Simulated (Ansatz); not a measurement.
## NiO: screened interactions by constrained RPA

How strongly does the rest of the crystal screen the Ni shell of NiO?

Program: Ansatz 0.2.0. Level of theory: LDA, without spin polarisation; plane waves, no spin–orbit coupling. Results are calculated unless marked as measured.

This account leaves out most program logs.

## (1) Set-up

Symmetry: Fm-3m, No. 225, cubic system. The conventional cell has a = 4.172 Å, b = 4.172 Å, c = 4.172 Å, α = 90.00°, β = 90.00°, γ = 90.00°. Ni has 6 O at 2.09 Å nearest. O has 6 Ni at 2.09 Å nearest. Farther neighbours and most contacts between anions are not listed.

As a file:

```cif
data_structure
_symmetry_space_group_name_H-M 'Fm-3m'
_symmetry_Int_Tables_number 225
_cell_length_a 4.1718
_cell_length_b 4.1718
_cell_length_c 4.1718
_cell_angle_alpha 90.000
_cell_angle_beta 90.000
_cell_angle_gamma 90.000
_cell_volume 72.61
loop_
_atom_site_label
_atom_site_type_symbol
_atom_site_symmetry_multiplicity
_atom_site_Wyckoff_symbol
_atom_site_fract_x
_atom_site_fract_y
_atom_site_fract_z
_atom_site_occupancy
Ni1 Ni 4 a 0.00000 0.00000 0.00000 1
O1 O 4 b 0.50000 0.00000 0.00000 1
```

## (2) Finding isolated groups of bands

Constrained RPA removes the screening that the model will treat itself, so the target bands must be set apart from the rest. This run gives the bands on the mesh of the screening.

input.yaml reads:

```yaml
crystal:
  lattice:
    - [0.0, 2.085901641, 2.085901641]
    - [2.085901641, 0.0, 2.085901641]
    - [2.085901641, 2.085901641, 0.0]
  atoms:
    - { symbol: Ni, position: [0.0, 0.0, 0.0] }
    - { symbol: O, position: [0.5, 0.5, 0.5] }
kpoints:
  mp_grid: { grid: [8, 8, 8] }
hamiltonian:
  xc: lda
scf:
  occupations: { method: fermi_dirac, width: 0.1 }
  n_extra_bands: 16
output:
  eigenvalues: true
  hubbard:
    sites: [{ species: Ni, l: d }, { species: O, l: p }]
    band_weights: true
  write_density: true
  write_potential: true
  elf: true
  volumetric_format: npy
magnetization:
  spin_polarized: false
```

On the command line:

```sh
$ ansatz run input.yaml --threads 4 --pin off --max-ram 8192MiB --backend cpu --events-out ev --progress --plain --runs-dir out
```

Elapsed: 0.88 s, on 4 threads of Arm Neoverse V2, shared host; peak memory 0.27 GiB; 1.5 s of CPU time.

Groups of bands that stay apart from their neighbours at every point of the mesh, lie near the Fermi energy and have the count of the wanted orbitals are tried as targets.

Valence density in the ac plane of the conventional cell at fractional y = 0.000, with atoms of Ni and O within 0.2 Å of it. It is the smooth field of the valence electrons, not physical close to the nuclei.

Values in e/Å³, 14 rows by 14 columns, each cell a mean:
```
33 13  2  1  1  2  5  6  4  1  1  1  5 23
 7  3  1  0  0  1  2  3  2  1  0  0  2  5
 1  1  0  0  0  0  1  1  1  0  0  0  0  1
 1  0  0  0  0  0  1  1  0  0  0  0  0  1
 2  1  0  0  0  1  2  3  2  1  0  0  1  1
 5  3  1  0  1  3 13 18  8  2  0  1  2  4
 7  5  2  1  1  7 33 49 18  3  1  1  3  6
 6  4  1  1  1  5 23 33 13  2  1  1  2  5
 3  2  1  0  0  2  5  7  3  1  0  0  1  2
 1  1  0  0  0  0  1  1  1  0  0  0  0  1
 1  0  0  0  0  0  1  1  0  0  0  0  0  1
 3  2  1  0  0  1  1  2  1  0  0  0  1  2
18  8  2  0  1  2  4  5  3  1  0  1  3 13
49 18  3  1  1  3  6  7  5  2  1  1  7 33
```
Columns run along a (4.2 Å), rows up along c (4.2 Å), edges of the conventional cell, whose origin can differ from the input's. Atoms in or near the plane, at fractional coordinates: Ni at (0.00, 0.00), Ni at (0.50, 0.50), O at (0.50, 0.00), O at (0.00, 0.50).

ELF in the ac plane of the conventional cell at fractional y = 0.000, with atoms of Ni and O within 0.2 Å of it. It is the smooth field of the valence electrons, not physical close to the nuclei.

Values, 14 rows by 14 columns, each cell a mean:
```
0.55 0.40 0.21 0.17 0.52 0.77 0.66 0.57 0.75 0.72 0.32 0.15 0.30 0.50
0.30 0.27 0.18 0.15 0.39 0.69 0.77 0.78 0.77 0.57 0.23 0.14 0.23 0.30
0.14 0.15 0.12 0.10 0.20 0.39 0.52 0.55 0.46 0.28 0.13 0.10 0.14 0.15
0.34 0.29 0.19 0.11 0.10 0.15 0.17 0.17 0.16 0.12 0.09 0.13 0.23 0.32
0.73 0.66 0.45 0.19 0.12 0.18 0.21 0.21 0.21 0.15 0.12 0.28 0.57 0.72
0.70 0.77 0.66 0.29 0.15 0.27 0.40 0.44 0.36 0.21 0.16 0.46 0.77 0.75
0.43 0.70 0.73 0.34 0.14 0.30 0.55 0.64 0.44 0.21 0.17 0.55 0.78 0.57
0.57 0.75 0.72 0.32 0.15 0.30 0.50 0.55 0.40 0.21 0.17 0.52 0.77 0.66
0.78 0.77 0.57 0.23 0.14 0.23 0.30 0.30 0.27 0.18 0.15 0.39 0.69 0.77
0.55 0.46 0.28 0.13 0.10 0.14 0.15 0.14 0.15 0.12 0.10 0.20 0.39 0.52
0.17 0.16 0.12 0.09 0.13 0.23 0.32 0.34 0.29 0.19 0.11 0.10 0.15 0.17
0.21 0.21 0.15 0.12 0.28 0.57 0.72 0.73 0.66 0.45 0.19 0.12 0.18 0.21
0.44 0.36 0.21 0.16 0.46 0.77 0.75 0.70 0.77 0.66 0.29 0.15 0.27 0.40
0.64 0.44 0.21 0.17 0.55 0.78 0.57 0.43 0.70 0.73 0.34 0.14 0.30 0.55
```
Columns run along a (4.2 Å), rows up along c (4.2 Å), edges of the conventional cell, whose origin can differ from the input's. Atoms in or near the plane, at fractional coordinates: Ni at (0.00, 0.00), Ni at (0.50, 0.50), O at (0.50, 0.00), O at (0.00, 0.50).

## (3) Target: d shell, bands v4 to c1 (loose bound)

The whole shell is the model, so no transition inside it screens. The screening is solved for all empty bands at once, to a loose bound.

input.yaml, the sections that differ from step 2:

```yaml
output:
  eigenvalues: true
  crpa:
    kmesh: [8, 8, 8]
    target_bands: [v4, c1]
    projections: [{ species: Ni, l: d }]
    accuracy: low
# crystal, kpoints, hamiltonian, scf, magnetization: as in step 2
```

Wall time 82 s (4 threads); peak memory 0.46 GiB; 5.2 min of CPU time.

On average 86 % of these bands' weight lies on the d shell and 12 % on ligand p.

crpa.toml:

```text
format = "ansatz-crpa/5"
scheme = "band"
gauge = "projected_orbitals"
pair_densities = "all_electron"
channels = "unpolarised"
target_bands = [9, 13] # 1-based inclusive; [v4, c1]
n_wann = 5
kmesh = [8, 8, 8]
coulomb_singularity = "probe_charge" # how the value at q + G = 0 is made
n_bands = 26 # of the sum over states
n_bands_solved = 31 # n_bands and the guard bands above it
multiplets_cut = [] # where n_bands ends inside a multiplet, whose members the sum reads at an even weight
ecut_chi_ev = 136.0 # of the sum over states
n_g_chi_min = 59 # of the sum over states
n_g_chi_max = 70 # of the sum over states
occupation_method = "tetrahedron_uncorrected" # the fill of the pass's bands
window_electrons = 7.999999999999994
eps_inv_head = 0.2455059834745472 # over all bands where the run has bounds, under no bound itself
head_ev = 0.4856533043517872 # what the value at q + G = 0 adds to the screened u_ev, u_prime_ev and u_bar_ev
gauge_min_gram_eig = 0.5879363866646113
accuracy = "low"
bounded_pairs = "on_site"
relative_bound_asked = 0.05 # of a bounded pair's interaction with itself less a negative term about q + G = 0
relative_bound = 0.039421915095827924 # the widest that a transfer ended at; inf where a lower bound tells none
atom_cut_share = 0.012480119438534314 # the most of relative_bound that the cut of the atoms' weakest response takes off q + G = 0
n_iterations_per_q = [1, 1, 1, 1, 1, 1, 1, 1, 1, 1, 1, 1, 1, 1, 1, 1, 1, 1, 1, 1, 1, 1, 1, 1, 1, 1, 1, 1, 1, 1, 1, 1, 1, 1, 1, 1, 1, 1, 1, 1, 1, 1, 1, 1, 1, 1, 1, 1, 1, 1, 1, 1, 1, 1, 1, 1, 1, 1, 1, 1, 1, 1, 1, 1, 1, 1, 1, 1, 1, 1, 1, 1, 1, 1, 1, 1, 1, 1, 1, 1, 1, 1, 1, 1, 1, 1, 1, 1, 1, 1, 1, 1, 1, 1, 1, 1, 1, 1, 1, 1, 1, 1, 1, 1, 1, 1, 1, 1, 1, 1, 1, 1, 1, 1, 1, 1, 1, 1, 1, 1, 1, 1, 1, 1, 1, 1, 1, 1, 1, 1, 1, 1, 1, 1, 1, 1, 1, 1, 1, 1, 1, 1, 1, 1, 1, 1, 1, 1, 1, 1, 1, 1, 1, 1, 1, 1, 1, 1, 1, 1, 1, 1, 1, 1, 1, 1, 1, 1, 1, 1, 1, 1, 1, 1, 1, 1, 1, 1, 1, 1, 1, 1, 1, 1, 1, 1, 1, 1, 1, 1, 1, 1, 1, 1, 1, 1, 1, 1, 1, 1, 1, 1, 1, 1, 1, 1, 1, 1, 1, 1, 1, 1, 1, 1, 1, 1, 1, 1, 1, 1, 1, 1, 1, 1, 1, 1, 1, 1, 1, 1, 1, 1, 1, 1, 1, 1, 1, 1, 1, 1, 1, 1, 1, 1, 1, 1, 1, 1, 1, 1, 1, 1, 1, 1, 1, 1, 1, 1, 1, 1, 1, 1, 1, 1, 1, 1, 1, 1, 1, 1, 1, 1, 1, 1, 1, 1, 1, 1, 1, 1, 1, 1, 1, 1, 1, 1, 1, 1, 1, 1, 1, 1, 1, 1, 1, 1, 1, 1, 1, 1, 1, 1, 1, 1, 1, 1, 1, 1, 1, 1, 1, 1, 1, 1, 1, 1, 1, 1, 1, 1, 1, 1, 1, 1, 1, 1, 1, 1, 1, 1, 1, 1, 1, 1, 1, 1, 1, 1, 1, 1, 1, 1, 1, 1, 1, 1, 1, 1, 1, 1, 1, 1, 1, 1, 1, 1, 1, 1, 1, 1, 1, 1, 1, 1, 1, 1, 1, 1, 1, 1, 1, 1, 1, 1, 1, 1, 1, 1, 1, 1, 1, 1, 1, 1, 1, 1, 1, 1, 1, 1, 1, 1, 1, 1, 1, 1, 1, 1, 1, 1, 1, 1, 1, 1, 1, 1, 1, 1, 1, 1, 1, 1, 1, 1, 1, 1, 1, 1, 1, 1, 1, 1, 1, 1, 1, 1, 1, 1, 1, 1, 1, 1, 1, 1, 1, 1, 1, 1, 1, 1, 1, 1, 1, 1, 1, 1, 1, 1, 1, 1, 1, 1, 1, 1, 1, 1, 1, 1, 1, 1, 1, 1, 1, 1, 1, 1, 1, 1, 1, 1, 1, 1, 1, 1, 1, 1, 1, 1, 1, 1, 1, 1, 1, 1, 1, 1, 1, 1, 1, 1, 1, 1, 1, 1, 1, 1, 1, 1, 1, 1, 1, 1, 1, 1, 1, 1, 1, 1, 1, 1, 1, 1] # Sternheimer iterations of each transfer, or of the one that it is turned from
solved_q = [0, 1, 2, 3, 4, 9, 10, 11, 12, 13, 14, 15, 18, 19, 20, 21, 22, 27, 28, 29, 36, 83, 84, 85, 92, 93, 94, 101, 166] # counted from 0 in that order: the transfers that were solved themselves
n_responses = 6300 # of points of the mesh and spins, over the transfers in solved_q
omitted_band_gap_ev = 33.495857461763464 # the levels above the bands read over the highest of their spin channel that holds electrons, at the least
largest_band_residual_ev = 1.7721731997671948e-6
dielectric_floor = 0.9864625143607448 # under the dielectric matrices' eigenvalues off q + G = 0

[[shells]]
site = 0 # counted from 0, as a deck's `site` is
l = "d"
label = "3D" # of the pseudo-atomic shell
wannier_functions = [1, 2, 3, 4, 5] # counted from 1, as the tensor files' indices are
mr = [1, 2, 3, 4, 5] # each function's real harmonic by wannier90's number, 1 to 2l+1, in the order of wannier_functions

[shells.screened]
u_ev = 6.0592064063009
u_prime_ev = 4.81537569024056
j_ev = 0.6198430041526131
u_bar_ev = 5.064141833452628
j_bar_ev = 0.8686091473646811

[shells.screened_half_width]
u_ev = 0.16497550995017904
u_prime_ev = 0.16478504564337093
j_ev = 0.012861795854733477
u_bar_ev = 0.14335373657053005
j_bar_ev = 0.018267239199645725

[shells.bare]
v_ev = 22.59988194684528
v_prime_ev = 21.014596933172164
j_ev = 0.7550344338242893
v_bar_ev = 21.331653935906786
j_bar_ev = 1.0720914365589123
```

```
shell  U (eV)  U′ (eV)  J (eV)  bare U (eV)  bare J (eV)
Ni1 d    6.06     4.82    0.62        22.60         0.76
```

## (4) Target: d shell, bands v4 to c1 (sum over bands, screening cutoff 136 eV, 20 empty bands)

The whole shell is the model, so no transition inside it screens. The screening is summed over a limited number of empty bands, which is cheaper and leaves a tail out.

input.yaml: that of step 3 with these lines changed.

```diff
@@ -21,3 +21,5 @@
     projections: [{ species: Ni, l: d }]
-    accuracy: low
+    accuracy: sum_over_states
+    n_empty_bands: 20
+    ecut_chi: 136
 magnetization:
```

Elapsed: 12 s, on 4 threads; peak memory 0.48 GiB.

On average 86 % of these bands' weight lies on the d shell and 12 % on ligand p.

crpa.toml:

```text
format = "ansatz-crpa/5"
scheme = "band"
gauge = "projected_orbitals"
pair_densities = "all_electron"
channels = "unpolarised"
target_bands = [9, 13] # 1-based inclusive; [v4, c1]
n_wann = 5
kmesh = [8, 8, 8]
coulomb_singularity = "probe_charge" # how the value at q + G = 0 is made
n_bands = 32 # of the sum over states
n_bands_solved = 37 # n_bands and the guard bands above it
multiplets_cut = [{ ik = 1, bands_in_whole_multiplets = 31, multiplet_ends_at = 33 }, { ik = 2, bands_in_whole_multiplets = 31, multiplet_ends_at = 33 }, { ik = 6, bands_in_whole_multiplets = 31, multiplet_ends_at = 33 }, { ik = 7, bands_in_whole_multiplets = 31, multiplet_ends_at = 33 }, { ik = 8, bands_in_whole_multiplets = 31, multiplet_ends_at = 33 }, { ik = 16, bands_in_whole_multiplets = 31, multiplet_ends_at = 33 }, { ik = 48, bands_in_whole_multiplets = 31, multiplet_ends_at = 33 }, { ik = 56, bands_in_whole_multiplets = 31, multiplet_ends_at = 33 }, { ik = 64, bands_in_whole_multiplets = 31, multiplet_ends_at = 33 }, { ik = 73, bands_in_whole_multiplets = 31, multiplet_ends_at = 33 }, { ik = 128, bands_in_whole_multiplets = 31, multiplet_ends_at = 33 }, { ik = 146, bands_in_whole_multiplets = 31, multiplet_ends_at = 33 }, { ik = 384, bands_in_whole_multiplets = 31, multiplet_ends_at = 33 }, { ik = 438, bands_in_whole_multiplets = 31, multiplet_ends_at = 33 }, { ik = 448, bands_in_whole_multiplets = 31, multiplet_ends_at = 33 }, { ik = 511, bands_in_whole_multiplets = 31, multiplet_ends_at = 33 }] # where n_bands ends inside a multiplet, whose members the sum reads at an even weight
ecut_chi_ev = 136.0 # of the sum over states
n_g_chi_min = 59 # of the sum over states
n_g_chi_max = 70 # of the sum over states
occupation_method = "tetrahedron_uncorrected" # the fill of the pass's bands
window_electrons = 7.999999999999984
eps_inv_head = 0.2466841135657209 # over all bands where the run has bounds, under no bound itself
head_ev = 0.48798384947185813 # what the value at q + G = 0 adds to the screened u_ev, u_prime_ev and u_bar_ev
gauge_min_gram_eig = 0.5879363866647725
accuracy = "sum_over_states" # no bound

[[shells]]
site = 0 # counted from 0, as a deck's `site` is
l = "d"
label = "3D" # of the pseudo-atomic shell
wannier_functions = [1, 2, 3, 4, 5] # counted from 1, as the tensor files' indices are
mr = [1, 2, 3, 4, 5] # each function's real harmonic by wannier90's number, 1 to 2l+1, in the order of wannier_functions

[shells.screened]
u_ev = 6.207152224319307
u_prime_ev = 4.878870345075589
j_ev = 0.6516548919201602
u_bar_ev = 5.144526720924333
j_bar_ev = 0.9173112677689039

[shells.bare]
v_ev = 22.599881947284604
v_prime_ev = 21.01459693358194
j_ev = 0.7550344338375593
v_bar_ev = 21.331653936322475
j_bar_ev = 1.0720914365780918
```

```
shell  U (eV)  U′ (eV)  J (eV)  bare U (eV)  bare J (eV)
Ni1 d    6.21     4.88    0.65        22.60         0.76
```

## (5) Target: d shell, bands v4 to c1 (loose bound, smooth pair densities)

The whole shell is the model, so no transition inside it screens. The screening is solved for all empty bands at once, to a loose bound. Pair densities without the part inside the atoms miss short-range charge.

input.yaml: that of step 4 with these lines changed.

```diff
@@ -21,5 +21,4 @@
     projections: [{ species: Ni, l: d }]
-    accuracy: sum_over_states
-    n_empty_bands: 20
-    ecut_chi: 136
+    accuracy: low
+    pair_densities: pseudo
 magnetization:
```

Run time: 3.4 min. Hardware: 4 threads; peak memory 0.44 GiB; 13 min of CPU time.

On average 86 % of these bands' weight lies on the d shell and 12 % on ligand p.

```
shell  U (eV)  U′ (eV)  J (eV)  bare U (eV)  bare J (eV)
Ni1 d    6.18     4.84    0.67        22.60         0.76
```

## (6) Target: d shell with ligand p, bands v7 to c1 (loose bound)

With the ligand bands in the model the orbitals are more compact and transitions between ligand and shell no longer screen. The screening is solved for all empty bands at once, to a loose bound.

input.yaml: that of step 5 with these lines changed.

```diff
@@ -19,6 +19,5 @@
     kmesh: [8, 8, 8]
-    target_bands: [v4, c1]
-    projections: [{ species: Ni, l: d }]
+    target_bands: [v7, c1]
+    projections: [{ species: Ni, l: d }, { species: O, l: p }]
     accuracy: low
-    pair_densities: pseudo
 magnetization:
```

Elapsed: 5.6 min, on 4 threads; peak memory 0.49 GiB.

On average 62 % of these bands' weight lies on the d shell and 35 % on ligand p.

```
shell  U (eV)  U′ (eV)  J (eV)  bare U (eV)  bare J (eV)
Ni1 d    9.26     7.75    0.76        26.22         0.91
 O2 p    6.58     5.20    0.67        18.60         0.87
```

## (7) Target: d shell with ligand p, bands v7 to c1 (sum over bands, screening cutoff 136 eV, 20 empty bands)

With the ligand bands in the model the orbitals are more compact and transitions between ligand and shell no longer screen. The screening is summed over a limited number of empty bands, which is cheaper and leaves a tail out.

input.yaml: that of step 6 with these lines changed.

```diff
@@ -21,3 +21,5 @@
     projections: [{ species: Ni, l: d }, { species: O, l: p }]
-    accuracy: low
+    accuracy: sum_over_states
+    n_empty_bands: 20
+    ecut_chi: 136
 magnetization:
```

Wall time 39 s (4 threads); peak memory 0.51 GiB.

On average 62 % of these bands' weight lies on the d shell and 35 % on ligand p.

```
shell  U (eV)  U′ (eV)  J (eV)  bare U (eV)  bare J (eV)
Ni1 d    9.45     7.86    0.79        26.22         0.91
 O2 p    6.77     5.26    0.73        18.60         0.87
```

## (8) Target: d shell with ligand p, bands v7 to c1 (loose bound, smooth pair densities)

With the ligand bands in the model the orbitals are more compact and transitions between ligand and shell no longer screen. The screening is solved for all empty bands at once, to a loose bound. Pair densities without the part inside the atoms miss short-range charge.

input.yaml: that of step 7 with these lines changed.

```diff
@@ -21,5 +21,4 @@
     projections: [{ species: Ni, l: d }, { species: O, l: p }]
-    accuracy: sum_over_states
-    n_empty_bands: 20
-    ecut_chi: 136
+    accuracy: low
+    pair_densities: pseudo
 magnetization:
```

The job ended after 11 min (4 threads; peak memory 0.46 GiB; 42 min of CPU time).

On average 62 % of these bands' weight lies on the d shell and 35 % on ligand p.

```
shell  U (eV)  U′ (eV)  J (eV)  bare U (eV)  bare J (eV)
Ni1 d    9.39     7.75    0.83        26.22         0.91
 O2 p    6.63     5.23    0.68        18.60         0.87
```

## (9) Side by side

```
               target                                                 settings  U(Ni) (eV)  J (eV)  U over bare U  CPU time
              d shell                                              loose bound        6.06    0.62           0.27   5.2 min
              d shell  sum over bands, screening cutoff 136 eV, 20 empty bands        6.21    0.65           0.27      36 s
              d shell                       loose bound, smooth pair densities        6.18    0.67           0.27    13 min
d shell with ligand p                                              loose bound        9.26    0.76           0.35    21 min
d shell with ligand p  sum over bands, screening cutoff 136 eV, 20 empty bands        9.45    0.79           0.36   2.2 min
d shell with ligand p                       loose bound, smooth pair densities        9.39    0.83           0.36    42 min
```

## (10) Results

| Property | Result |
| --- | --- |
| U(Ni), d shell | 6.06 eV |
| U(Ni), d shell with ligand p | 9.26 eV |
| J(Ni), d shell | 0.620 eV |
| J(Ni), d shell with ligand p | 0.761 eV |

In words: For Ni in NiO the d shell model has U = 6.06 eV and J = 0.62 eV. In the d shell model screening cuts U from 22.6 to 6.06 eV, while J keeps 82 % of its bare value, since exchange moves no net charge and is hard to screen. U depends on the model: 6.06 eV for d shell and 9.26 eV for d shell with ligand p. A wider target removes more screening and makes the orbitals more compact. The plain sum over bands gives 6.21 eV, +2 % from the bounded value, at 0.12 times its CPU time. The open shell is treated without spin polarisation, as is usual for a model's starting point; a magnetic state would screen otherwise. The values are static and belong to projected orbitals on a coarse mesh, with which they are not converged; they are not the U of linear response.

[Logs and program files are shortened in this print: banners, set-up blocks, solver, clock and traceback lines can be left out without a mark of their own.]

[Logs are printed without paths, hosts, clocks, repeated set-up lines and the standing remarks that a program may print on its own settings, such as how far it seeks lower states.]

[Hosts, paths, dates, database ids (printed as entryN), source tags and the programs' standing remarks are cut or masked in the printed files.]

[Where a cell is said to come from a database of computed structures, the database is the Materials Project.]
